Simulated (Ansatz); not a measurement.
# Phonons of TiAl3 (I4/mmm) against volume, part 2 of 3

Wanted: Grüneisen parameters and pressure coefficients of the modes of TiAl3 (I4/mmm).

Ansatz 0.2.0; DFT PBEsol, scalar-relativistic, plane waves, PAW; PAW set soft_1.

So far: The starting structure; Bringing the structure to rest.

**3. Tight relaxation**

Phonons need small forces and stress, so the relaxation is finished with tight tolerances on 16×16×16 k points.

Input file input.yaml:

```yaml
crystal:
  lattice:
    - [-1.9076016119, 1.9076016119, 4.2766307973]
    - [1.9076016119, -1.9076016119, 4.2766307973]
    - [1.9076016119, 1.9076016119, -4.2766307973]
  atoms:
    - { symbol: Al, position: [0.5, 0.5, 0.0] }
    - { symbol: Al, position: [0.75, 0.25, 0.5] }
    - { symbol: Al, position: [0.25, 0.75, 0.5] }
    - { symbol: Ti, position: [0.0, 0.0, 0.0] }
kpoints:
  mp_grid: { grid: [16, 16, 16] }
hamiltonian:
  xc: pbesol
  pseudopotentials: { kind: paw, azcp: { folder: soft_1 }, xc_functional: pbe }
scf:
  occupations: { method: methfessel_paxton, width: 0.2 }
output:
  forces: true
  stress: true
  eigenvalues: true
relax:
  adjacent_minimum: "off"
  f_tol: 0.001
  max_steps: 60
  cell: { stress_tol: 0.01 }
```

On the command line:

```sh
$ ansatz run input.yaml --threads 4 --pin off --max-ram 16384MiB --backend cpu --events-out ev --progress --plain --runs-dir out
```

Numbers of over 12 decimals in the logs are rounded to 6 here.

The program printed:

```text
[...]
Crystal: 4 atoms, lattice volume = 62.250 Å³
Basis set: ecut = 420 eV, 1203 PW (Γ), exchange–correlation on 72×72×72 points (8 copies of the dense FFT grid, shifted against one another)
Bands: 15, of which v1, the nominal top of the filled ones, is band 11 counted from 1 (10 counted from 0)
Symmetry: 16 space group operations
[...]
k-points: 349 of 4096
[...]
--- Relaxed structure (3 steps of the walk, 3 accepted, 1 SCFs on fresh bases) ---
[...]
cell:  # Å, volume = 62.2414 Å³
    - [-1.907366, 1.907366, 4.277117]
    - [1.907366, -1.907366, 4.277117]
    - [1.907366, 1.907366, -4.277117]
  atoms:
    - { symbol: Al, position: [0.500000, 0.500000, 0] }
    - { symbol: Al, position: [0.75, 0.25, 0.5] }
    - { symbol: Al, position: [0.25, 0.75, 0.5] }
    - { symbol: Ti, position: [0, 0, 0] }
[key lines of the parts left out:]
SCF converged after 5 iterations
Free energy (F): -4049.163775 eV
Fermi energy:    9.644960 eV
P = ⅓ Tr σ = 0.0004 GPa (0.004 kbar)
```

Wall time 21 s (4 threads of Arm Neoverse V1, shared host); peak memory 0.62 GiB.

Little changed from the start: no atom moved by 0.005 Å and no cell edge by 0.1 %.

This step gave:

| Property | Result |
| --- | --- |
| pressure | 3.72e-4 GPa |

The forces vanish by symmetry and the pressure is 0.000 GPa, within the tolerances set. The cell now holds 15.56 Å³/atom.

**4. Zone-centre response at rest**

Phonons follow from the second derivative of the energy, found here by linear response.

The modes at rest are the reference of the series.

input.yaml, the sections that differ from step 3:

```yaml
crystal:
  lattice:
    - [-1.9073656961, 1.9073656961, 4.2771174395]
    - [1.9073656961, -1.9073656961, 4.2771174395]
    - [1.9073656961, 1.9073656961, -4.2771174395]
  atoms:
    - { symbol: Al, position: [0.5, 0.5, 0.0] }
    - { symbol: Al, position: [0.75, 0.25, 0.5] }
    - { symbol: Al, position: [0.25, 0.75, 0.5] }
    - { symbol: Ti, position: [0.0, 0.0, 0.0] }
output:
  eigenvalues: true
phonons:
  method: dfpt
# kpoints, hamiltonian, scf: as in step 3
# relax: removed
```

The program printed:

```text
zone centre: on kpoints.mp_grid the ground state, and the responses unless they are solved on pairs of k-points, stand on 621 of the mesh's 4096 k-points, reduced under 4 symmetry operations, with k and −k counted as one. Each operation leaves every solved displacement unchanged or reverses it
[...]
Crystal: 4 atoms, lattice volume = 62.241 Å³
Basis set: ecut = 420 eV, 1203 PW (Γ), exchange–correlation on 72×72×72 points (8 copies of the dense FFT grid, shifted against one another)
Bands: 15, of which v1, the nominal top of the filled ones, is band 11 counted from 1 (10 counted from 0)
Symmetry: 16 space group operations
k-points: 621 of 4096 (irreducible under 4 space group operations, time reversal used)
[...]
SCF iter   1: F=—  HF=-4049.518944 eV  |F-HF|=—  |Δ(HF+E_count)|=         —  Δρ=3.07e-2  dr2=6.72e-1  ethr=3.10e-3  ⟨swp⟩=5.1  Hψ=47247  notcnv=0
[...]
SCF iter   9: F=-4049.163775 eV  HF=-4049.163775 eV  |F-HF|=2.73e-12  |Δ(HF+E_count)|=  7.73e-11  S|Δr|=    0.00e0  Δρ=1.23e-7  dr2=6.47e-12  ethr=1.00e-12  ⟨swp⟩=4.0  Hψ=38680  notcnv=0
the search or the solves at the SCF's close seem to have found levels that the self-consistency loop had missed (the run counts 2). By its estimate they hold under 1e-12 electrons; where the run keeps them, the occupations were computed again with them
SCF 1 converged in 9 iterations: F = -4049.163775 eV  dr2 = 6.47e-12
[...]
DFPT response loops at Γ: preconditioner auto → Kerker (q_TF=auto, 2.276 Å⁻¹) (partly filled bands, converged f_vac=0.000); β = 1.00, the filter's whole step (`scf.mixing.beta` (0.50) is not read by the response loops under this deck's `scf.mixing.preconditioner`; to damp them name `kerker` or `kerker_dos`, under which they read `scf.mixing.beta`, and type it under 1.00, their step now; both keys bind the ground state too); Broyden in place of MSR1
SCF converged after 9 iterations
[...]
Free energy (F): -4049.163775 eV
[...]
Internal energy: -4049.164847 eV  (E = F + TS)
E sigma→0 (E₀):  -4049.164043 eV
Entropy (-TS):   0.001072 eV (0.268 meV/atom)
Fermi energy:    9.644960 eV
[...]
--- Band table (eV; the first three rows and the last of 621) ---
  k-point 0: bands = [... 7 lower, 8.2116, 8.4165, 8.4165, 10.4964, 11.4156, 11.4156, 11.8727, 12.1659]
  k-point 1: bands = [... 7 lower, 8.1241, 8.1626, 8.4152, 10.1122, 11.5044, 11.5410, 11.7360, 12.3996]
  k-point 2: bands = [... 7 lower, 7.5936, 7.9085, 8.4099, 9.3431, 11.5726, 11.6953, 11.6974, 12.7341]
  k-point 620: bands = [... 7 lower, 8.7428, 8.7428, 9.3981, 10.3552, 10.3552, 10.6176, 12.7187, 14.4778]
--- Phonons (Γ-DFPT): 6 representative perturbations + reference, on 621 of 4096 k-points (Σ response iterations 18) ---
  k mesh reduced under 4 symmetry operations, with k and −k counted as one. Each operation leaves every solved displacement unchanged or reverses it
  ASR residual: 2.878e-5 → 0.000e0 eV/Å²; symmetrization residual: 3.811e-6 eV/Å²
  ASR residual per site (eV/Å²): 2.34e-5 1.22e-5 1.22e-5 2.88e-5
  Γ frequencies (cm⁻¹): 0.00 0.00 0.00 203.70 227.40 227.40 259.12 328.79 342.87 342.87 350.99 350.99
  non-analytic LO–TO correction: not included (Born effective charges unavailable; polar crystals: no LO–TO splitting at Γ)
```

Run time: 1.8 min. Hardware: 4 threads; peak memory 2.1 GiB; 7 min of CPU time.

Numbers from this step:

* sum-rule residual before enforcement: 2.88e-5 eV/Å²
* point group: 4/mmm
* highest optical mode at the zone centre (no LO-TO term): 351.0 cm⁻¹
* lowest optical zone-centre mode: 203.7 cm⁻¹

Patterns of degenerate modes are one choice out of their space. The modes at Γ (shares of kinetic energy by element, %):

```
mode  frequency (cm⁻¹)  symmetry  Al %  Ti %
   1               0.0  acoustic    63    37
   2               0.0  acoustic    63    37
   3               0.0  acoustic    63    37
   4             203.7       A2u    65    35
   5             227.4        Eu    73    27
   6             227.4        Eu    73    27
   7             259.1       B1g   100     0
   8             328.8       A2u    73    27
   9             342.9        Eg   100     0
  10             342.9        Eg   100     0
  11             351.0        Eu    64    36
  12             351.0        Eu    64    36
```

Displacements in mode 4 (203.7 cm⁻¹), the largest set to 1:
```
Al1  0.00  0.00  1.00
Al2  0.00  0.00 -0.01
Al3  0.00  0.00 -0.01
Ti4  0.00  0.00 -0.56
```

Displacements in mode 5 (227.4 cm⁻¹), the largest set to 1:
```
Al1  0.00 -0.71  0.00
Al2  0.00  1.00  0.00
Al3  0.00  1.00  0.00
Ti4  0.00 -0.72  0.00
```

Before it was imposed, the acoustic sum rule was missed by 2.9e-5 eV/Å². Small misses are needed for a sound result but don't prove that mesh and cutoff are converged. The lowest optical mode is real, 204 cm⁻¹.

**5. Relaxation of a member: 1.06 times the volume at rest**

The cell is set to 1.06 times the volume at rest, and shape and atoms relax at that volume.

input.yaml, the sections that differ from step 4:

```yaml
crystal:
  lattice:
    - [-1.9439920861, 1.9439920861, 4.3645149995]
    - [1.9439920861, -1.9439920861, 4.3645149995]
    - [1.9439920861, 1.9439920861, -4.3645149995]
  atoms:
    - { symbol: Al, position: [0.5, 0.5, 0.0] }
    - { symbol: Al, position: [0.75, 0.25, 0.5] }
    - { symbol: Al, position: [0.25, 0.75, 0.5] }
    - { symbol: Ti, position: [0.0, 0.0, 0.0] }
output:
  forces: true
  stress: true
  eigenvalues: true
relax:
  adjacent_minimum: "off"
  f_tol: 0.001
  max_steps: 60
  cell: { stress_tol: 0.01, fix: [volume] }
# kpoints, hamiltonian, scf: as in step 4
# phonons: removed
```

The program printed:

```text
[...]
Crystal: 4 atoms, lattice volume = 65.976 Å³
Basis set: ecut = 420 eV, 1315 PW (Γ), exchange–correlation on 72×72×72 points (8 copies of the dense FFT grid, shifted against one another)
Bands: 15, of which v1, the nominal top of the filled ones, is band 11 counted from 1 (10 counted from 0)
Symmetry: 16 space group operations
[...]
k-points: 349 of 4096
[...]
--- Relaxed structure (3 steps of the walk, 3 accepted, 1 SCFs on fresh bases) ---
[...]
cell:  # Å, volume = 65.9758 Å³
    - [-1.943568, 1.943568, 4.366418]
    - [1.943568, -1.943568, 4.366418]
    - [1.943568, 1.943568, -4.366418]
  atoms:
    - { symbol: Al, position: [0.5, 0.5, 0] }
    - { symbol: Al, position: [0.75, 0.250000, 0.500000] }
    - { symbol: Al, position: [0.250000, 0.75, 0.500000] }
    - { symbol: Ti, position: [0, 0, 0] }
[key lines of the parts left out:]
SCF converged after 4 iterations
Free energy (F): -4049.093110 eV
Fermi energy:    8.988895 eV
P = ⅓ Tr σ = -5.7712 GPa (-57.712 kbar)
```

Wall time 21 s (4 threads); peak memory 0.63 GiB.

Little changed from the start: no atom moved by 0.005 Å and no cell edge by 0.1 %.

Numbers from this step:

```yaml
pressure: -5.771 GPa
volume_per_atom: 16.49 Å³
```

The forces vanish by symmetry, at a pressure of -5.77 GPa.

**6. Modes of this member: 1.06 times the volume at rest**

The zone-centre modes follow for 1.06 times the volume at rest.

input.yaml, the sections that differ from step 5:

```yaml
crystal:
  lattice:
    - [-1.9435684322, 1.9435684322, 4.3664179379]
    - [1.9435684322, -1.9435684322, 4.3664179379]
    - [1.9435684322, 1.9435684322, -4.3664179379]
  atoms:
    - { symbol: Al, position: [0.5, 0.5, 0.0] }
    - { symbol: Al, position: [0.75, 0.25, 0.5] }
    - { symbol: Al, position: [0.25, 0.75, 0.5] }
    - { symbol: Ti, position: [0.0, 0.0, 0.0] }
output:
  eigenvalues: true
phonons:
  method: dfpt
# kpoints, hamiltonian, scf: as in step 5
# relax: removed
```

The program printed:

```text
[...]
Crystal: 4 atoms, lattice volume = 65.976 Å³
Basis set: ecut = 420 eV, 1315 PW (Γ), exchange–correlation on 72×72×72 points (8 copies of the dense FFT grid, shifted against one another)
Bands: 15, of which v1, the nominal top of the filled ones, is band 11 counted from 1 (10 counted from 0)
Symmetry: 16 space group operations
k-points: 621 of 4096 (irreducible under 4 space group operations, time reversal used)
[...]
SCF iter   1: F=—  HF=-4049.422487 eV  |F-HF|=—  |Δ(HF+E_count)|=         —  Δρ=2.97e-2  dr2=6.66e-1  ethr=3.10e-3  ⟨swp⟩=5.1  Hψ=46907  notcnv=0
[...]
SCF iter   9: F=-4049.093110 eV  HF=-4049.093110 eV  |F-HF|=4.55e-12  |Δ(HF+E_count)|=  4.68e-11  S|Δr|=    0.00e0  Δρ=1.09e-7  dr2=9.08e-12  ethr=1.00e-12  ⟨swp⟩=4.1  Hψ=38721  notcnv=0
[...]
SCF 1 converged in 9 iterations: F = -4049.093110 eV  dr2 = 9.08e-12
[...]
SCF converged after 9 iterations
[...]
Free energy (F): -4049.093110 eV
[...]
Internal energy: -4049.094453 eV  (E = F + TS)
E sigma→0 (E₀):  -4049.093445 eV
Entropy (-TS):   0.001343 eV (0.336 meV/atom)
Fermi energy:    8.988894 eV
[...]
--- Band table (eV; the first three rows and the last of 621) ---
  k-point 0: bands = [... 7 lower, 7.6727, 7.8264, 7.8264, 9.7917, 10.6544, 10.6544, 11.1475, 11.2113]
  k-point 1: bands = [... 7 lower, 7.5620, 7.5814, 7.8111, 9.4231, 10.7379, 10.7644, 11.0428, 11.3952]
  k-point 2: bands = [... 7 lower, 6.9846, 7.3573, 7.7774, 8.6850, 10.8476, 10.9014, 10.9132, 11.7579]
  k-point 620: bands = [... 7 lower, 8.0860, 8.0860, 8.7678, 9.6739, 9.6739, 9.8973, 11.9541, 13.3324]
[...]
ASR residual: 5.107e-5 → 0.000e0 eV/Å²; symmetrization residual: 4.366e-6 eV/Å²
  ASR residual per site (eV/Å²): 1.53e-5 1.39e-5 1.39e-5 5.11e-5
[...]
```

Wall time 1.9 min (4 threads); peak memory 2.1 GiB.

This step gave:

| Property | Result |
| --- | --- |
| sum-rule residual before enforcement | 5.11e-5 eV/Å² |
| highest optical mode at the zone centre (no LO-TO term) | 321.8 cm⁻¹ |
| lowest optical zone-centre mode | 184.6 cm⁻¹ |

Patterns of degenerate modes are one choice out of their space. The modes at Γ (shares of kinetic energy by element, %):

```
mode  frequency (cm⁻¹)  symmetry  Al %  Ti %
   1               0.0  acoustic    63    37
   2               0.0  acoustic    63    37
   3               0.0  acoustic    63    37
   4             184.6       A2u    65    35
   5             204.9        Eu    73    27
   6             204.9        Eu    73    27
   7             235.7       B1g   100     0
   8             293.4       A2u    72    28
   9             310.9        Eg   100     0
  10             310.9        Eg   100     0
  11             321.8        Eu    64    36
  12             321.8        Eu    64    36
```

The lowest optical mode is real, 185 cm⁻¹, and the highest lies at 321.8 cm⁻¹.

For the highest optical mode at the zone centre (no LO-TO term), step 4 gave 351 cm⁻¹; this run, with volume ratio 1.06, gives 322 cm⁻¹ (-8 %).

**7. A member of the series: 0.9 times the volume at rest**

The cell is set to 0.9 times the volume at rest, and shape and atoms relax at that volume.

input.yaml, the sections that differ from step 6:

```yaml
crystal:
  lattice:
    - [-1.8427604082, 1.8427604082, 4.1240495443]
    - [1.8427604082, -1.8427604082, 4.1240495443]
    - [1.8427604082, 1.8427604082, -4.1240495443]
  atoms:
    - { symbol: Al, position: [0.5, 0.5, 0.0] }
    - { symbol: Al, position: [0.75, 0.25, 0.5] }
    - { symbol: Al, position: [0.25, 0.75, 0.5] }
    - { symbol: Ti, position: [0.0, 0.0, 0.0] }
output:
  forces: true
  stress: true
  eigenvalues: true
relax:
  adjacent_minimum: "off"
  f_tol: 0.001
  max_steps: 60
  cell: { stress_tol: 0.01, fix: [volume] }
# kpoints, hamiltonian, scf: as in step 6
# phonons: removed
```

The program printed:

```text
[...]
Crystal: 4 atoms, lattice volume = 56.017 Å³
Basis set: ecut = 420 eV, 1073 PW (Γ), exchange–correlation on 72×72×72 points (8 copies of the dense FFT grid, shifted against one another)
Bands: 15, of which v1, the nominal top of the filled ones, is band 11 counted from 1 (10 counted from 0)
Symmetry: 16 space group operations
[...]
k-points: 349 of 4096
[...]
--- Relaxed structure (3 steps of the walk, 3 accepted, 1 SCFs on fresh bases) ---
[...]
cell:  # Å, volume = 56.0172 Å³
    - [-1.843007, 1.843007, 4.122947]
    - [1.843007, -1.843007, 4.122947]
    - [1.843007, 1.843007, -4.122947]
  atoms:
    - { symbol: Al, position: [0.5, 0.5, 0] }
    - { symbol: Al, position: [0.750000, 0.250000, 0.500000] }
    - { symbol: Al, position: [0.250000, 0.750000, 0.500000] }
    - { symbol: Ti, position: [0, 0, 0] }
[key lines of the parts left out:]
SCF converged after 4 iterations
Free energy (F): -4048.905444 eV
Fermi energy:    10.905265 eV
P = ⅓ Tr σ = 14.5209 GPa (145.209 kbar)
```

It took 18 s on 4 threads; peak memory 0.59 GiB; 69 s of CPU time.

Little changed from the start: no atom moved by 0.005 Å and no cell edge by 0.1 %.

This step gave:

```
pressure        : 14.52 GPa
volume per atom : 14.00 Å³
```

The forces vanish by symmetry, at a pressure of 14.52 GPa.

[end of part 2 of 3]

[Logs are printed without paths, hosts, clocks, repeated set-up lines and the standing remarks that a program may print on its own settings, such as how far it seeks lower states.]

[Hosts, paths, dates, database ids (printed as entryN), source tags and the programs' standing remarks are cut or masked in the printed files.]
